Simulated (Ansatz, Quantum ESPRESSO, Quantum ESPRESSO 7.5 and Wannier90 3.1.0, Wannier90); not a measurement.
# straight Li chain, spacing 2.95 Å: Wannier functions and conductance

Aim: a Wannier model and the conductance steps that follow from it, for this wire: straight Li chain, spacing 2.95 Å.

Program: Quantum ESPRESSO 7.5 and Wannier90 3.1.0. Level of theory: plane-wave DFT, PBE, GBRV ultrasoft pseudopotentials (cross-check by Ansatz 0.2.0 with PAW datasets). Results are calculated unless marked as measured.

This is a report of a sequence of runs, with most program output left out.

### 1. The starting structure

The cell holds 1 atom: 1 Li. Cell: a = 8.000 Å, b = 8.000 Å, c = 2.950 Å, α = 90.0°, β = 90.0°, γ = 90.0°. Vacuum lies along a and b. The structure's axis is c.

### 2. SCF with pw.x

scf.in

```
&control
  prefix = 'scf'
  outdir = './out'
  pseudo_dir = './pseudo'
  calculation = 'scf'
  tprnfor = .true.
/
&system
  ibrav = 0
  nat = 1
  ntyp = 1
  ecutwfc = 34
  ecutrho = 170
  occupations = 'smearing'
  smearing = 'mv'
  degauss = 0.005
/
&electrons
  conv_thr = 1e-07
  mixing_beta = 0.4
  electron_maxstep = 120
  mixing_mode = 'local-TF'
/
ATOMIC_SPECIES
  Li  6.9400  li_pbe_v1.4.uspp.F.UPF
CELL_PARAMETERS angstrom
  8.00000000000000 0.00000000000000 0.00000000000000
  0.00000000000000 8.00000000000000 0.00000000000000
  0.00000000000000 0.00000000000000 2.95000000000000
ATOMIC_POSITIONS crystal
  Li  0.000000000000 0.000000000000 0.000000000000
K_POINTS automatic
  1 1 24 0 0 0
```

The run is started by

```console
$ OMP_NUM_THREADS=1 mpirun -n 2 pw.x -nk 2 -in scf.in > scf.out
```

Run time: 6.5 s. Hardware: 2 MPI ranks of AMD EPYC 7R43, shared host; peak memory 0.19 GiB.

Read from the output:

- free energy: -195.9002 eV
- Fermi energy: -2.821 eV

The program's own clock; routines nest. Time by routine:

| routine | wall time (s) | calls |
| --- | --- | --- |
| PWSCF | 5.62 | 1 |
| electrons | 3.92 | 1 |
| c_bands | 2.03 | 9 |
| init_run | 1.46 | 1 |
| h_psi | 1.2 | 279 |
| fftw | 1.17 | 2576 |
| vloc_psi | 1.16 | 279 |
| cegterg | 0.98 | 63 |
| ffts | 0.85 | 831 |
| mix_rho | 0.8 | 9 |
| potinit | 0.51 | 1 |
| sum_band | 0.5 | 9 |
| fft | 0.49 | 130 |
| hinit0 | 0.47 | 1 |

The run needed 9 iterations to bring the estimated error under 1e-07 Ry.

### 3. Full uniform mesh without symmetry

Wannier90 needs the states on a whole uniform mesh, listed point by point, without symmetry.

nscf.in

```
&control
  prefix = 'nscf'
  outdir = './out'
  pseudo_dir = './pseudo'
  calculation = 'nscf'
/
&system
  ibrav = 0
  nat = 1
  ntyp = 1
  ecutwfc = 34
  ecutrho = 170
  occupations = 'smearing'
  smearing = 'mv'
  degauss = 0.005
  nosym = .true.
  noinv = .true.
  nbnd = 8
/
&electrons
  conv_thr = 1e-09
  mixing_beta = 0.4
  electron_maxstep = 120
  mixing_mode = 'local-TF'
  diago_full_acc = .true.
/
ATOMIC_SPECIES
  Li  6.9400  li_pbe_v1.4.uspp.F.UPF
CELL_PARAMETERS angstrom
  8.00000000000000 0.00000000000000 0.00000000000000
  0.00000000000000 8.00000000000000 0.00000000000000
  0.00000000000000 0.00000000000000 2.95000000000000
ATOMIC_POSITIONS crystal
  Li  0.000000000000 0.000000000000 0.000000000000
K_POINTS crystal
12
  0.0000000000 0.0000000000 0.0000000000 0.0833333333
  0.0000000000 0.0000000000 0.0833333333 0.0833333333
  0.0000000000 0.0000000000 0.1666666667 0.0833333333
  0.0000000000 0.0000000000 0.2500000000 0.0833333333
  0.0000000000 0.0000000000 0.3333333333 0.0833333333
  0.0000000000 0.0000000000 0.4166666667 0.0833333333
  0.0000000000 0.0000000000 0.5000000000 0.0833333333
  0.0000000000 0.0000000000 0.5833333333 0.0833333333
  0.0000000000 0.0000000000 0.6666666667 0.0833333333
  0.0000000000 0.0000000000 0.7500000000 0.0833333333
  0.0000000000 0.0000000000 0.8333333333 0.0833333333
  0.0000000000 0.0000000000 0.9166666667 0.0833333333
```

The run is started by

```console
$ cp -r out/scf.save out/nscf.save
$ cp out/scf.xml out/nscf.xml
$ OMP_NUM_THREADS=1 mpirun -n 2 pw.x -nk 1 -in nscf.in > nscf.out
```

Run time: 5.1 s. Hardware: 2 MPI ranks; peak memory 0.12 GiB; 9.7 s of CPU time.

The program's own clock; routines nest. Time by routine:

| routine | wall time (s) | calls |
| --- | --- | --- |
| PWSCF | 4.3 | 1 |
| electrons | 3.58 | 1 |
| c_bands | 3.58 | 1 |
| cegterg | 3.51 | 63 |
| h_psi | 2.96 | 1261 |
| vloc_psi | 2.84 | 1261 |
| fftw | 2.58 | 10590 |
| init_run | 0.6 | 1 |
| potinit | 0.31 | 1 |
| ffts | 0.28 | 1 |
| interpolate | 0.28 | 1 |
| hinit0 | 0.25 | 1 |
| fft | 0.23 | 12 |
| cdiaghg | 0.08 | 1198 |

### 4. Neighbour list from wannier90 -pp

The .win file sets projections and windows: states in the frozen window are kept exactly, the outer window gives room to disentangle.

wan.win

```
num_wann = 1
num_bands = 8
num_iter = 200
num_print_cycles = 20
conv_tol = 1e-8
conv_window = 5
guiding_centres = true
dis_num_iter = 1500
dis_conv_tol = 1e-8
dis_win_min = -13.8215
dis_win_max = 6.1785
dis_froz_max = -1.3215
search_shells = 120
fermi_energy = -2.8215

transport = true
transport_mode = bulk
one_dim_axis = z
dist_cutoff = 17.6
dist_cutoff_mode = one_dim
tran_win_min = -4.0
tran_win_max = 2.0
tran_energy_step = 0.02

bands_plot = true
bands_num_points = 96
begin kpoint_path
G 0.0 0.0 0.0 Z 0.0 0.0 0.5
end kpoint_path

begin projections
Li:s
end projections

begin unit_cell_cart
ang
  8.0000000000 0.0000000000 0.0000000000
  0.0000000000 8.0000000000 0.0000000000
  0.0000000000 0.0000000000 2.9500000000
end unit_cell_cart

begin atoms_frac
  Li 0.0000000000 0.0000000000 0.0000000000
end atoms_frac

mp_grid = 1 1 12
begin kpoints
  0.0 0.0 0.0000000000
  0.0 0.0 0.0833333333
  0.0 0.0 0.1666666667
  0.0 0.0 0.2500000000
  0.0 0.0 0.3333333333
  0.0 0.0 0.4166666667
  0.0 0.0 0.5000000000
  0.0 0.0 0.5833333333
  0.0 0.0 0.6666666667
  0.0 0.0 0.7500000000
  0.0 0.0 0.8333333333
  0.0 0.0 0.9166666667
end kpoints
```

The run is started by

```console
$ OMP_NUM_THREADS=1 wannier90.x -pp wan > wan.pp.log
```

Wall time 0.76 s (1 MPI rank); peak memory 0.08 GiB.

### 5. Overlaps and projections

pw2wannier90.x computes the overlaps between neighbouring k-points and the projections.

wan.p2w.in

```
&inputpp
  prefix = 'nscf'
  outdir = './out'
  seedname = 'wan'
  write_mmn = .true.
  write_amn = .true.
  write_unk = .false.
/
```

The run is started by

```console
$ OMP_NUM_THREADS=1 mpirun -n 2 pw2wannier90.x -in wan.p2w.in > wan.p2w.out
```

Elapsed: 2.4 s, on 2 MPI ranks; peak memory 0.11 GiB; 4.3 s of CPU time.

### 6. Wannier functions and transport

After disentangling and localising, transport_mode = bulk builds principal layers from hoppings within dist_cutoff and counts open channels.

wan.win is that of step 4.

The run is started by

```console
$ OMP_NUM_THREADS=1 wannier90.x wan > wan.run.log
```

Run time: 0.77 s. Hardware: 1 MPI rank; peak memory 0.08 GiB.

This step gave:

```
lead channels at the Fermi level, one spin                                        : 1
total spread                                                                      : 2.694 Å²
gauge-invariant spread                                                            : 2.694 Å²
largest misfit to plane-wave levels between mesh points, inside the frozen window : 0.001848 eV
```

Per spin. The quantum conductance of the perfect wire, open channels by energy, zero at the Fermi level:

energy (eV), quantum conductance of the perfect wire, open channels and a bar:
```
  -1.0200       0.00 
  -0.7600       1.00 ##############################
  -0.5000       1.00 ##############################
  -0.2600       1.00 ##############################
   0.0000       1.00 ##############################
   0.2400       1.00 ##############################
   0.5000       1.00 ##############################
   0.7400       1.00 ##############################
   1.0000       1.00 ##############################
   1.2400       1.00 ##############################
   1.5000       0.00
```

Wannier functions:

| no. | x (Å) | y (Å) | z (Å) | spread (Å²) |
| --- | --- | --- | --- | --- |
| 1 | 0 | 0 | 1.475 | 2.694 |

Electronic bands along the path, in eV, zero at the Fermi level; # counts the bands kept:

| point | #1 |
| --- | --- |
| Γ | -0.79 |
| halfway | -0.01 |
| Z | 1.39 |

Bands and channels are those of the Wannier model: bands that were not projected, and all outside the frozen window, are missing or only approximate.

### 7. Neighbour list from wannier90 -pp, with dis_num_iter = 10

A sensitivity test on the input.

wan_w.win is the input of step 6 with these lines changed:

```diff
@@ -7,3 +7,3 @@
 guiding_centres = true
-dis_num_iter = 1500
+dis_num_iter = 10
 dis_conv_tol = 1e-8
```

The run is started by

```console
$ OMP_NUM_THREADS=1 wannier90.x -pp wan_w > wan_w.pp.log
```

Elapsed: 0.77 s, on 1 MPI rank; peak memory 0.08 GiB.

### 8. Overlaps and projections

The follow-up step for that run.

wan_w.p2w.in

```
&inputpp
  prefix = 'nscf'
  outdir = './out'
  seedname = 'wan_w'
  write_mmn = .true.
  write_amn = .true.
  write_unk = .false.
/
```

The run is started by

```console
$ OMP_NUM_THREADS=1 mpirun -n 2 pw2wannier90.x -in wan_w.p2w.in > wan_w.p2w.out
```

Elapsed: 1.9 s, on 2 MPI ranks; peak memory 0.08 GiB; 3.5 s of CPU time.

### 9. Wannier functions and transport, with dis_num_iter = 10

wan_w.win is the input of step 6 with these lines changed:

```diff
@@ -7,3 +7,3 @@
 guiding_centres = true
-dis_num_iter = 1500
+dis_num_iter = 10
 dis_conv_tol = 1e-8
```

The run is started by

```console
$ OMP_NUM_THREADS=1 wannier90.x wan_w > wan_w.run.log
```

It took 0.76 s on 1 MPI rank; peak memory 0.08 GiB.

The changed values were drawn from a wide range, not chosen for quality; the comparison shows what they did here together.

The total spread is 2.69 against 2.69 Å². Between −2 and 1.5 eV the channel count differs from the first run's at 0 % of the energies, and at the Fermi level it is 1 against 1.

### 10. The same in Ansatz

A second code with its own PAW datasets, on the same atoms.

Level of this step: plane-wave DFT, PBE, Ansatz PAW (Ansatz 0.2.0).

System of this step: straight Li chain, spacing 2.95 Å, 2 periods. The cell holds 2 atoms: 2 Li. Its edges and angles: a = 8.000 Å, b = 8.000 Å, c = 5.900 Å, α = 90.0°, β = 90.0°, γ = 90.0°. Vacuum lies along a and b. The structure's axis is c.

input.yaml

```yaml
crystal:
  lattice:
    - [8.0, 0.0, 0.0]
    - [0.0, 8.0, 0.0]
    - [0.0, 0.0, 5.9]
  atoms:
    - { symbol: Li, position: [0.0, 0.0, 0.0] }
    - { symbol: Li, position: [0.0, 0.0, 0.5] }
kpoints:
  mp_grid: { grid: [1, 1, 12] }
hamiltonian:
  xc: pbe
scf:
  occupations: { method: fermi_dirac, width: 0.05 }
  convergence: { dr2_threshold: 1.0e-08 }
output:
  transmission:
    leads: [[0, 0]]
    e_range: [-4.0, 2.0]
    de: 0.05
    kmesh: [1, 1]
    reduced_basis: true
```

The run is started by

```console
$ ansatz run input.yaml --threads 2 --pin off --max-ram 4096MiB --backend cpu --events-out ev --progress --plain --runs-dir out
```

Run time: 19 s. Hardware: 2 threads; peak memory 0.46 GiB; 36 s of CPU time.

This step gave:

```
free energy             : -407.3798 eV
energy at zero smearing : -407.3733 eV
smearing term TS        : 0.01305 eV
Fermi energy            : -2.820 eV
symmetry operations     : 32
```

Per spin. The open channels by energy, zero at the Fermi level:

energy (eV), open channels and a bar:
```
  -1.0000       0.00 
  -0.7500       1.00 ###############
  -0.5000       1.00 ###############
  -0.2500       1.00 ###############
   0.0000       1.00 ###############
   0.2500       1.00 ###############
   0.5000       1.00 ###############
   0.7500       1.00 ###############
   1.0000       1.00 ###############
   1.2500       1.00 ###############
   1.5000       0.00 
   1.7500       2.00 ##############################
   2.0000       2.00 ##############################
```

### 11. By hand

1 channel × 77.48 µS = 77 µS, a two-terminal resistance of 12.906/1 = 12.91 kΩ whatever the wire's length, as long as nothing scatters.

### 12. What came out

```
open channels at the Fermi level, per spin : 1
total spread                               : 2.69 Å²
gauge-invariant spread                     : 2.69 Å²
largest band misfit in the frozen window   : 0.00185 eV
channels at the Fermi level by Ansatz      : 1
```

The wire offers 1 channel per spin at the Fermi level. Between -4 and 1.5 eV the channel count from Wannier functions equals that from Ansatz's layer matching at 100 % of the energies; outside the frozen window the Wannier bands are not held to the plane-wave ones. Each plane-wave level in the frozen window has a Wannier level within 0.01 eV; this test doesn't see extra bands that a model may add. The wire is perfect, so the conductance only counts bands: each channel, with its partner of the other spin, carries G₀ = 2e²/h. It was run without spin polarisation, which was not tested.

[Logs are printed without paths, hosts, clocks, repeated set-up lines and the standing remarks that a program may print on its own settings, such as how far it seeks lower states.]

[Hosts, paths, dates, database ids (printed as entryN), source tags and the programs' standing remarks are cut or masked in the printed files.]

[Maps of the electrostatic potential energy from Ansatz leave out the sawtooth potential of an applied field or a dipole correction, so their vacuum need not be flat; planar profiles and work functions include it.]
